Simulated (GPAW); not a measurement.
# Near-edge structure at the O K edge of SiO2 (Stishovite, P4_2/mnm), part 2 of 2

What does one-electron theory with a core hole give for the O K edge of SiO2 (Stishovite, P4_2/mnm)?

GPAW 26.7.0; X-ray absorption from dipole matrix elements to empty bands, plane-wave PAW PBE.

So far. Step 2 (Ground state of the crystal): The mesh shows a gap of 5.64 eV, so the hole is first treated in a charged cell, without the excited electron. Step 3 (Spectrum without a core hole, O atom 3): Main maxima below 24 eV (height): 2.6 eV (1.16), 9.6 eV (3.49) and 23.8 eV (0.96). A K edge sees empty p states on the absorber.

## 5. Spectrum with FCH, O atom 3

The holes are 5.0 Å apart. In GPAW the data set carries the hole's charge, so charge=0 means a charged cell and charge=-1 a neutral one. The excited electron is left out and a uniform background balances the charge. After the field has converged, empty bands are computed with the density fixed and the dipole matrix elements are summed.

Contents of xas.py:

```python
import numpy as np
from ase import Atoms
from ase.parallel import parprint, paropen
from gpaw import GPAW, PW, FermiDirac, Mixer, MixerDif, setup_paths
from gpaw.test import gen
setup_paths.insert(0, '.')
gen('O', name='fch1s', xcname='PBE', corehole=(1, 0, 1), write_xml=True)
from gpaw.mpi import world
world.barrier()

atoms = Atoms('Si4O8',
    cell=[[4.1773, 0, 2.6652],
     [0, 4.1773, 2.6652],
     [0, -4.1773, 2.6652]],
    scaled_positions=[[0.5, 0.25, 0.75],
     [0.5, 0.75, 0.25],
     [0, 0, 0],
     [0, 0.5, 0.5],
     [0.8059, 0.9441, 0.75],
     [0.8059, 0.4441, 0.25],
     [0.6941, 0, 0.3059],
     [0.6941, 0.5, 0.8059],
     [0.1941, 0.5559, 0.75],
     [0.1941, 0.0559, 0.25],
     [0.3059, 0, 0.6941],
     [0.3059, 0.5, 0.1941]],
    pbc=True)
atoms.calc = calc = GPAW(legacy_gpaw=True, mode=PW(500), xc='PBE', setups={4: 'fch1s'},
    kpts={'size': (5, 5, 5), 'gamma': True}, occupations=FermiDirac(0.02),
    charge=0, mixer=Mixer(0.1, 5, 50), maxiter=150,
    convergence={'density': 0.0001}, txt='scf.txt')
energy = atoms.get_potential_energy() + calc.get_reference_energy()
ef = calc.get_fermi_level()
out = dict(energy=energy, fermi=ef, forces=atoms.get_forces().tolist())
parprint(f'all-electron energy {energy:.4f} eV, Fermi level {ef:.4f} eV')
ev = np.array([[calc.get_eigenvalues(k, s) for k in range(len(calc.get_ibz_k_points()))] for s in range(calc.get_number_of_spins())])
out['homo'], out['lumo'], out['counts'] = ev[ev < ef].max(), ev[ev > ef].min(), sorted(set((ev < ef).sum((0, 2)).tolist()))
out['filled'] = (ev[:, 0] < ef).sum(1).tolist()

from ase.units import Ha
from gpaw.xas import dipole_matrix_elements
nb = int(calc.get_number_of_electrons() / 2) + 58
top, nb = nb, nb + 8 + nb // 12
nscf = calc.fixed_density(kpts={'size': (6, 6, 6), 'gamma': True}, nbands=nb,
    convergence={'bands': top, 'eigenstates': 1e-5}, maxiter=60, txt='nscf.txt')
cell = atoms.cell.array
ops = [cell.T @ U.T @ np.linalg.inv(cell.T) for U in nscf.wfs.kd.symmetry.op_scc]
filled = [32]  # bands filled in the ground state, by spin
E = np.arange(-6, 34, 0.1)
fwhm = np.interp(E, [4, 25], [0.9, 3.5])
Y, X, zero, highest = 0, 0, 1e9, 1e9
for spin in range(nscf.get_number_of_spins()):
    wfs = nscf.wfs
    A = dipole_matrix_elements(wfs.setups[4])
    eps = np.zeros((wfs.kd.nibzkpts, nb))
    d = np.zeros((3, A.shape[1], wfs.kd.nibzkpts, nb), complex)
    for kpt in wfs.kpt_u:
        if kpt.s == spin and 4 in kpt.P_ani:
            eps[kpt.k] = kpt.eps_n * Ha
            d[:, :, kpt.k] = (kpt.weight * wfs.nspins / 2) ** 0.5 * np.inner(A, kpt.P_ani[4])
    world.sum(eps)
    world.sum(d)
    T = np.einsum('amkn,bmkn->abkn', d, d.conj()).real
    T = sum(np.einsum('ai,ijkn,bj->abkn', R, T, R) for R in ops) / len(ops)
    empty = np.ones_like(eps, bool) & (np.arange(nb) >= filled[spin])
    zero, highest = min(zero, eps[empty].min()), min(highest, eps[:, top - 1].min())
    lines = [(eps, T, empty)] if spin == 0 else lines + [(eps, T, empty)]
for eps, T, empty in lines:
    f = np.einsum('aakn->akn', T).reshape(3, -1)
    x = eps.ravel() - zero
    w = np.interp(x, E, fwhm) / 2.35482
    g = np.exp(-0.5 * ((E[:, None] - x) / w) ** 2) / (w * (2 * np.pi) ** 0.5)
    Y = Y + (f * empty.ravel()) @ g.T
    X = X + (f * ~empty.ravel()) @ g.T
out.update(E=E.round(2).tolist(), xas=Y.tolist(), xes=X.tolist(), zero=zero, valid=highest - zero, nk=len(eps), nb=nb)
for i in range(0, len(E), 10):
    parprint(f'{E[i]:7.2f}', *(f'{v:10.3e}' for v in Y[:, i]))
import json
with paropen('out.json', 'w') as f:
    json.dump(out, f)
```

Started as:

```console
$ OMP_NUM_THREADS=1 mpirun -n 2 gpaw python xas.py
```

Numbers of over 12 decimals in the logs are rounded to 6 here.

The program printed:

```text
Input parameters:
  convergence: {density: 0.0001}
  kpts: {gamma: True,
         size: (5, 5, 5)}
  maxiter: 150
  mixer: {backend: pulay,
          beta: 0.1,
          method: separate,
          nmaxold: 5,
          weight: 50}
  mode: {ecut: 500.0,
         name: pw}
  occupations: {fixmagmom: False,
                name: fermi-dirac,
                width: 0.02}
  setups: {4: fch1s}
  xc: PBE

Initialize ...

[... PAW data sets ...]

Reference energy: -47317.396478  # eV

Spin-paired calculation

[... convergence settings ...]
Symmetries present (total): 2
  [... symmetry matrices ...]

125 k-points: 5 x 5 x 5 Monkhorst-Pack grid
39 k-points in the irreducible part of the Brillouin zone
       k-points in crystal coordinates                weights
   0:     0.00000000    0.00000000    0.00000000          1/125
   1:     0.00000000    0.20000000    0.00000000          2/125
   2:     0.00000000    0.40000000    0.00000000          2/125
   3:     0.20000000   -0.40000000    0.00000000          4/125
   4:     0.20000000   -0.40000000    0.20000000          2/125
   5:     0.20000000   -0.20000000   -0.20000000          4/125
   6:     0.20000000   -0.20000000    0.00000000          4/125
   7:     0.20000000   -0.20000000    0.20000000          2/125
   8:     0.20000000    0.00000000    0.00000000          4/125
   9:     0.20000000    0.00000000    0.20000000          2/125
          ...
  38:     0.40000000    0.40000000    0.40000000          2/125

Wave functions: Plane wave expansion
  Cutoff energy: 500.000 eV
  Number of coefficients (min, max): 2350, 2390
  Pulay-stress correction: 0.000000 eV/Ang^3 (de/decut=0.000000)
  Using FFTW library
  Wavefunction extrapolation:
    Improved wavefunction reuse through dual PAW basis

Occupation numbers: Fermi-Dirac:
  width: 0.0200  # eV

Eigensolver
   Davidson(niter=2)

Densities:
  Coarse grid: 27*27*27 grid
  Fine grid: 54*54*54 grid
  Total Charge: 1.000000

Density mixing:
  Method: separate
  Backend: pulay
  Linear mixing parameter: 0.1
  old densities: 5
  Width of damping distribution: 1.1
  Damping of long wavelength oscillations: 50

[... Hamiltonian set-up ...]
Number of atoms: 12
Number of atomic orbitals: 48
Number of bands in calculation: 43
Number of valence electrons: 64
Bands to converge: occupied

... initialized

Initializing position-dependent things.

Density initialized from atomic densities
Creating initial wave functions:
  43 bands from LCAO basis set

                  O

                Si
               O  O
           O O
         Si  Si
               O
          OO
         Si

Atomic positions and initial magnetic moments

Positions:
   0 Si     2.088650   -2.088650    3.997800    ( 0.0000,  0.0000,  0.0000)
   1 Si     2.088650    2.088650    3.997800    ( 0.0000,  0.0000,  0.0000)
   2 Si     0.000000    0.000000    0.000000    ( 0.0000,  0.0000,  0.0000)
   3 Si     0.000000    0.000000    2.665200    ( 0.0000,  0.0000,  0.0000)
   4 O      3.366486    0.810814    6.663000    ( 0.0000,  0.0000,  0.0000)
   5 O      3.366486    0.810814    3.997800    ( 0.0000,  0.0000,  0.0000)
   6 O      2.899464   -1.277836    2.665200    ( 0.0000,  0.0000,  0.0000)
   7 O      2.899464   -1.277836    5.330400    ( 0.0000,  0.0000,  0.0000)
   8 O      0.810814   -0.810814    3.997800    ( 0.0000,  0.0000,  0.0000)
   9 O      0.810814   -0.810814    1.332600    ( 0.0000,  0.0000,  0.0000)
  10 O      1.277836   -2.899464    2.665200    ( 0.0000,  0.0000,  0.0000)
  11 O      1.277836    1.277836    2.665200    ( 0.0000,  0.0000,  0.0000)

Unit cell:
           periodic     x           y           z      points  spacing
  1. axis:    yes    4.177300    0.000000    2.665200    27     0.1547
  2. axis:    yes    0.000000    4.177300    2.665200    27     0.1466
  3. axis:    yes    0.000000   -4.177300    2.665200    27     0.1466

  Lengths:   4.955111   4.955111   4.955111
  Angles:  114.922638  73.183773  73.183773

Effective grid spacing dv^(1/3) = 0.1678

iter:   1  -125.156120
iter:   2  -120.946991   -1.29  -0.79
iter:   3  -115.481557   -0.93  -0.89
iter:   4  -115.774713   -2.04  -1.27
iter:   5  -115.740886   -1.92  -1.45
iter:   6  -115.732451   -3.01  -2.26
iter:   7  -115.722183c  -3.88  -2.32
iter:   8  -115.717945c  -4.03  -2.51
iter:   9  -115.717796c  -4.76  -2.94
iter:  10  -115.717533c  -5.11  -3.08
iter:  11  -115.717564c  -5.49  -3.55
iter:  12  -115.717527c  -6.42  -3.68
iter:  13  -115.717518c  -6.43  -3.94
iter:  14  -115.717518c  -7.41c -4.21c

Converged after 14 iterations.

Dipole moment: (0.443463, -0.164341, 0.745616) |e|*Ang

Energy contributions relative to reference atoms: (reference = -47317.396478)

Kinetic:        +63.985366
Potential:      -71.829383
External:        +0.000000
XC:            -107.918380
Entropy (-ST):   -0.000000
Local:           +0.044879
SIC:             +0.000000
--------------------------
Free energy:   -115.717518
Extrapolated:  -115.717518

Showing only first 2 kpts
 Kpt  Band  Eigenvalues  Occupancy
  0    30      7.97773    2.00000
  0    31      8.88762    2.00000
  0    32     13.59052    0.00000
  0    33     15.41592    0.00000

  1    30      7.87109    2.00000
  1    31      8.67754    2.00000
  1    32     14.20141    0.00000
[...]
Fermi level: 9.46796

Gap: 4.703 eV
Transition (v -> c):
  (s=0, k=0, n=31, [0.00, 0.00, 0.00]) -> (s=0, k=0, n=32, [0.00, 0.00, 0.00])
No difference between direct/indirect transitions

Forces in eV/Ang:
  0 Si   -3.32600    3.32600    0.00006
  1 Si   -0.20946    0.20946    0.00003
  2 Si    2.53062   -2.53062    3.76749
  3 Si    2.53061   -2.53061   -3.76731
  4 O    -0.67066    0.67066   -0.00067
  5 O    -0.34735    0.34735    0.00021
  6 O     0.45680    0.16462    0.10121
  7 O     0.45658    0.16446   -0.10119
  8 O    -1.26050    1.26050   -0.00018
  9 O     0.17573   -0.17573    0.00005
 10 O    -0.16462   -0.45680    0.10121
 11 O    -0.16446   -0.45658   -0.10119
Scalar-relativistic atomic PBE calculation for O (Oxygen, Z=8)
Core hole in 1s state (1s occupation: 1.0)
300 radial gridpoints.
|------------------------------------------------|
|------------------------------------------------|
[... the atom generator's iteration count ...]

Energy contributions:
-------------------------
Kinetic:      +54.482386
XC:            -6.221029
Potential:   -102.872811
-------------------------
Total:        -54.611454

state      eigenvalue         ekin         rmax
-----------------------------------------------
1s^1.0 :   -21.894578    30.998381        0.126
2s^2.0 :    -1.608483     4.112072        0.796
2p^4.0 :    -1.062351     3.814965        0.685
-----------------------------------------------
(units: Bohr and Hartree)

Generating PAW setup
Kinetic energy of the core from tauc = 31.023928
Cutoffs:
rc(s)=1.300
rc(p)=1.130
rc(d)=1.170
rc(vbar)=1.300
rc(comp)=1.260
rc(nct)=1.300

Kinetic energy of the core states: 30.998381
Charge: 1.0
Core electrons: 1.0
Valence electrons: 6.0
Pseudo-core charge: 0.000187
Shape function alpha=6.299
Pseudo-electron charge 5.288669
state    eigenvalue         norm
--------------------------------
2s(2) :    -1.608483     1.066038
*s    :    -0.608483
2p(4) :    -1.062351     0.789101
*p    :    -0.062351
*d    :     0.000000
--------------------------------

Diagonalizing with gridspacing h=0.050

state   all-electron     PAW
-------------------------------
2s:      -1.608483    -1.609927
2p:      -1.062351    -1.068630
*d:                   -0.061610
*f:                   -0.013338
-------------------------------
all-electron energy -47433.1140 eV, Fermi level 9.4680 eV
[...]
31.00  3.388e-05  3.388e-05  4.398e-05
  32.00  3.389e-05  3.389e-05  4.561e-05
  33.00  3.296e-05  3.296e-05  4.554e-05
```

It took 6.9 min on 2 MPI ranks of Arm Neoverse N1, shared host; peak memory 0.5 GiB.

The O K spectrum, O atom 3, full core hole (charged cell) (energy from the lowest empty level; intensity scaled to a mean of 1 over the first 20 eV; polarised curves are means over the symmetry-equivalent atoms):

```tsv
E (eV)	isotropic	ε ⊥ c	ε ∥ c
-2.0	0.00	0.00	0.00
-1.0	0.00	0.00	0.00
0.0	0.02	0.01	0.02
1.0	0.28	0.21	0.41
2.0	1.52	1.07	2.43
3.0	1.85	1.11	3.33
4.0	1.21	1.05	1.55
5.0	1.35	1.37	1.30
6.0	1.94	2.20	1.41
7.0	2.16	1.97	2.53
8.0	2.40	2.43	2.35
9.0	2.65	2.89	2.15
10.0	1.54	1.78	1.04
11.0	0.56	0.64	0.38
12.0	0.25	0.27	0.22
13.0	0.24	0.22	0.28
14.0	0.25	0.20	0.36
15.0	0.22	0.18	0.30
16.0	0.19	0.19	0.19
17.0	0.22	0.25	0.17
18.0	0.32	0.37	0.23
19.0	0.45	0.51	0.33
20.0	0.57	0.61	0.49
21.0	0.66	0.65	0.68
22.0	0.74	0.68	0.86
23.0	0.83	0.74	1.00
24.0	0.85	0.78	0.99
25.0	0.74	0.72	0.79
```

Main maxima below 24 eV (height): 2.6 eV (2.01), 8.7 eV (2.72) and 23.7 eV (0.86). 

The hole costs E(hole) − E(ground) = 529.18 eV, and the lowest empty level of the hole cell on the spectrum's mesh lies at 13.59 eV, which puts the zero at 542.77 eV. One term is added: -8.91 eV, since the hole is spin-paired here and a spin-polarised one costs that much less in the free atom (computed apart). The photon energy is then 533.86 eV. The functional and the charged cell's background leave an error of a few eV in such absolute values.

## 6. Excitation energy, O atom 3

With the excited electron kept in the cell the system stays neutral, and the energy difference is an excitation energy by itself. In a small cell that electron takes up a good share of the lowest empty band, or all of one, which shifts the value from the true onset.

Changed against the first core-hole run: core hole to XCH, with the smearing that suits a partly filled band.

Contents of scf.py:

```python
import numpy as np
from ase import Atoms
from ase.parallel import parprint, paropen
from gpaw import GPAW, PW, FermiDirac, Mixer, MixerDif, setup_paths
from gpaw.test import gen
setup_paths.insert(0, '.')
gen('O', name='fch1s', xcname='PBE', corehole=(1, 0, 1), write_xml=True)
from gpaw.mpi import world
world.barrier()

atoms = Atoms('Si4O8',
    cell=[[4.1773, 0, 2.6652],
     [0, 4.1773, 2.6652],
     [0, -4.1773, 2.6652]],
    scaled_positions=[[0.5, 0.25, 0.75],
     [0.5, 0.75, 0.25],
     [0, 0, 0],
     [0, 0.5, 0.5],
     [0.8059, 0.9441, 0.75],
     [0.8059, 0.4441, 0.25],
     [0.6941, 0, 0.3059],
     [0.6941, 0.5, 0.8059],
     [0.1941, 0.5559, 0.75],
     [0.1941, 0.0559, 0.25],
     [0.3059, 0, 0.6941],
     [0.3059, 0.5, 0.1941]],
    pbc=True)
atoms.calc = calc = GPAW(legacy_gpaw=True, mode=PW(500), xc='PBE', setups={4: 'fch1s'},
    kpts={'size': (5, 5, 5), 'gamma': True}, occupations=FermiDirac(0.04),
    charge=-1, mixer=Mixer(0.1, 5, 50), maxiter=150,
    convergence={'density': 0.0001}, txt='scf.txt')
energy = atoms.get_potential_energy() + calc.get_reference_energy()
ef = calc.get_fermi_level()
out = dict(energy=energy, fermi=ef, forces=atoms.get_forces().tolist())
parprint(f'all-electron energy {energy:.4f} eV, Fermi level {ef:.4f} eV')
ev = np.array([[calc.get_eigenvalues(k, s) for k in range(len(calc.get_ibz_k_points()))] for s in range(calc.get_number_of_spins())])
out['homo'], out['lumo'], out['counts'] = ev[ev < ef].max(), ev[ev > ef].min(), sorted(set((ev < ef).sum((0, 2)).tolist()))
out['filled'] = (ev[:, 0] < ef).sum(1).tolist()
import json
with paropen('out.json', 'w') as f:
    json.dump(out, f)
```

Started as:

```console
$ OMP_NUM_THREADS=1 mpirun -n 2 gpaw python scf.py
```

The program printed:

```text
Input parameters:
  charge: -1
  convergence: {density: 0.0001}
  kpts: {gamma: True,
         size: (5, 5, 5)}
  maxiter: 150
  mixer: {backend: pulay,
          beta: 0.1,
          method: separate,
          nmaxold: 5,
          weight: 50}
  mode: {ecut: 500.0,
         name: pw}
  occupations: {fixmagmom: False,
                name: fermi-dirac,
                width: 0.04}
  setups: {4: fch1s}
  xc: PBE

[...]
2s(2) :    -1.608483     1.066038
*s    :    -0.608483
2p(4) :    -1.062351     0.789101
*p    :    -0.062351
*d    :     0.000000
--------------------------------

Diagonalizing with gridspacing h=0.050

state   all-electron     PAW
-------------------------------
2s:      -1.608483    -1.609927
2p:      -1.062351    -1.068630
*d:                   -0.061610
*f:                   -0.013338
-------------------------------
all-electron energy -47418.0903 eV, Fermi level 15.6354 eV
[key lines of the parts left out:]
Converged after 17 iterations.
Dipole moment: (0.244560, 0.092857, 0.521716) |e|*Ang
Free energy:   -100.696333
Fermi level: 15.63536
```

Wall time 2.2 min (2 MPI ranks); peak memory 0.27 GiB.

The total-energy difference is 544.20 eV. With the free-atom term of -8.91 eV for this edge, the photon energy is 535.29 eV.

## 7. What the core hole does

Both curves are counted from their own zero, so only the shift of weight within the empty states shows.

```tsv
E (eV)	no hole	FCH
-2.0	0.00	0.00
-1.0	0.00	0.00
0.0	0.01	0.02
1.0	0.10	0.28
2.0	0.74	1.52
3.0	1.00	1.85
4.0	0.72	1.21
5.0	0.84	1.35
6.0	1.18	1.94
7.0	1.53	2.16
8.0	2.22	2.40
9.0	3.23	2.65
10.0	3.27	1.54
11.0	1.54	0.56
12.0	0.63	0.25
13.0	0.49	0.24
14.0	0.41	0.25
15.0	0.29	0.22
16.0	0.25	0.19
17.0	0.31	0.22
18.0	0.40	0.32
19.0	0.49	0.45
20.0	0.57	0.57
21.0	0.62	0.66
22.0	0.73	0.74
23.0	0.90	0.83
24.0	0.96	0.85
25.0	0.82	0.74
```

With each curve scaled to its own mean, the area from −2 to 6 eV with the hole is 7.2 against 4.0, and the centre of weight from −1 to 20 eV moves by -1.5 eV: the hole pulls the absorber's empty states down.

## 8. Results

* absorber and edge: O K, atom 3 of the ground-state input (counted from 1)
* surroundings: 2 Si at 1.76 Å and 1 Si at 1.81 Å (distorted trigonal planar, site symmetry m2m)
* highest intensity below 16 eV: 8.7 eV above the zero, height 2.72
* photon energy of the zero, with the added terms: 533.9 eV (raw 542.8 eV; uncertain by a few eV)

In words: The O K edge of atom 3, with 2 Si at 1.76 Å and 1 Si at 1.81 Å (distorted trigonal planar, site symmetry m2m), has its highest intensity of the first 16 eV at 8.7 eV above the zero, near 543 eV in photon energy (uncertain by a few eV), 2.7 times the mean level of the first 20 eV (Gaussian full width 0.9 eV up to 4 eV, rising linearly to 3.5 eV at 25 eV). With each curve scaled to its own mean, the area from −2 to 6 eV with the hole is 7.2 against 4.0, and the centre of weight from −1 to 20 eV moves by -1.5 eV: the hole pulls the absorber's empty states down. The neutral-cell energy lies +1.4 eV from the charged-cell zero, a gap made of the charged-cell error and of where the added electron settles. At the O K edge of atom 3 polarisation matters most near 3.0 eV, where the curves differ by 2.2 on this scale. The holes are only 5.0 Å apart, so the shape is probably not converged with cell size; no larger cell was run here. The mesh is coarse (0.26 Å⁻¹ between points), so small maxima may be mesh ripples. The structure is a published determination, not relaxed.

[Banner, clock and machine lines of the logs are left out without a mark of their own.]

[Logs are printed without paths, hosts, clocks, repeated set-up lines and the standing remarks that a program may print on its own settings, such as how far it seeks lower states.]

[Hosts, paths, dates, database ids (printed as entryN), source tags and the programs' standing remarks are cut or masked in the printed files.]

[Lists of maxima count a maximum above −3 eV only where it reaches 4 % of the highest in the window and stands out from its surroundings by 2 % of it (1.5 % where it reaches 55 %); shoulders and weaker maxima are passed over, and of the rest the first, up to two pre-edge ones and the few strongest are named.]
